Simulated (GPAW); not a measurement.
Consider Br (I4/mmm).

```
Br
1.0
    -1.42349    1.42349    3.57752
     1.42349   -1.42349    3.57752
     1.42349    1.42349   -3.57752
Br
1
Direct
  0.00000 0.00000 0.00000
```

Absorber: atom 1, with 4 Br at 2.85 Å (square planar, site symmetry 4/mmm). Method: GPAW, LDA, excited-electron core hole (neutral cell), 9-atom cell with 7.0 Å between holes, 5×5×5 k points, dipole transitions, Gaussian full width 2.52 eV up to 4 eV, rising linearly to 3.5 eV at 25 eV.

This is not the structure that solid Br takes at ambient pressure (space group No. 64); it is a model or a phase of other conditions.

Where do the maxima of the Br K edge fall?

Main maxima up to 30 eV above the zero (height): 0.4 eV (1.63), 11.0 eV (1.23), 17.6 eV (1.52) and 29.8 eV (1.37). A K edge sees empty p states on the absorber. 

The Br K spectrum (energy from the lowest empty level; intensity scaled to a mean of 1 over the first 20 eV; polarised curves are means over the symmetry-equivalent atoms):

| E (eV) | isotropic | ε ⊥ c | ε ∥ c |
| --- | --- | --- | --- |
| -2.00 | 0.18 | 0.27 | 0.00 |
| -1.25 | 0.59 | 0.89 | 0.00 |
| -0.50 | 1.23 | 1.84 | 0.00 |
| 0.25 | 1.62 | 2.43 | 0.00 |
| 1.00 | 1.39 | 2.08 | 0.00 |
| 1.75 | 0.78 | 1.17 | 0.00 |
| 2.50 | 0.30 | 0.45 | 0.00 |
| 3.25 | 0.08 | 0.12 | 0.01 |
| 4.00 | 0.04 | 0.03 | 0.05 |
| 4.75 | 0.09 | 0.05 | 0.19 |
| 5.50 | 0.25 | 0.11 | 0.54 |
| 6.25 | 0.51 | 0.20 | 1.13 |
| 7.00 | 0.81 | 0.32 | 1.78 |
| 7.75 | 1.01 | 0.44 | 2.17 |
| 8.50 | 1.10 | 0.59 | 2.11 |
| 9.25 | 1.13 | 0.82 | 1.74 |
| 10.00 | 1.18 | 1.10 | 1.33 |
| 10.75 | 1.23 | 1.33 | 1.02 |
| 11.50 | 1.22 | 1.41 | 0.82 |
| 12.25 | 1.15 | 1.38 | 0.70 |
| 13.00 | 1.09 | 1.32 | 0.65 |
| 13.75 | 1.09 | 1.31 | 0.66 |
| 14.50 | 1.17 | 1.37 | 0.77 |
| 15.25 | 1.29 | 1.46 | 0.94 |
| 16.00 | 1.40 | 1.54 | 1.14 |
| 16.75 | 1.49 | 1.57 | 1.32 |
| 17.50 | 1.52 | 1.53 | 1.49 |
| 18.25 | 1.50 | 1.45 | 1.61 |
| 19.00 | 1.45 | 1.36 | 1.65 |
| 19.75 | 1.41 | 1.31 | 1.60 |
| 20.50 | 1.38 | 1.31 | 1.52 |
| 21.25 | 1.37 | 1.32 | 1.46 |
| 22.00 | 1.36 | 1.33 | 1.43 |
| 22.75 | 1.36 | 1.32 | 1.42 |
| 23.50 | 1.34 | 1.31 | 1.40 |
| 24.25 | 1.32 | 1.30 | 1.37 |
| 25.00 | 1.31 | 1.30 | 1.33 |
| 25.75 | 1.31 | 1.32 | 1.30 |
| 26.50 | 1.32 | 1.34 | 1.28 |
| 27.25 | 1.33 | 1.36 | 1.28 |
| 28.00 | 1.35 | 1.38 | 1.29 |
| 28.75 | 1.36 | 1.39 | 1.31 |
| 29.50 | 1.37 | 1.40 | 1.32 |
| 30.25 | 1.37 | 1.39 | 1.32 |
| 31.00 | 1.36 | 1.39 | 1.31 |
| 31.75 | 1.35 | 1.38 | 1.29 |

The script folds with a Gaussian, whereas the core hole's own line is a Lorentzian, so the onset is too steep and the first peak too high. The primitive cell holds an odd number of electrons, so a spin-paired run has to come out metallic; that is right for a metal, but some such compounds are magnetic or distorted insulators. Lifetime broadening is put in by hand, and intensities beyond about 20 eV depend on it and on the partial waves. The structure is a computed Materials Project entry and may be a hypothetical form.

[Banner, clock and machine lines of the logs are left out without a mark of their own.]

[Logs are printed without paths, hosts, clocks, repeated set-up lines and the standing remarks that a program may print on its own settings, such as how far it seeks lower states.]

[Hosts, paths, dates, database ids (printed as entryN), source tags and the programs' standing remarks are cut or masked in the printed files.]

[Lists of maxima count a maximum above −3 eV only where it reaches 4 % of the highest in the window and stands out from its surroundings by 2 % of it (1.5 % where it reaches 55 %); shoulders and weaker maxima are passed over, and of the rest the first, up to two pre-edge ones and the few strongest are named.]
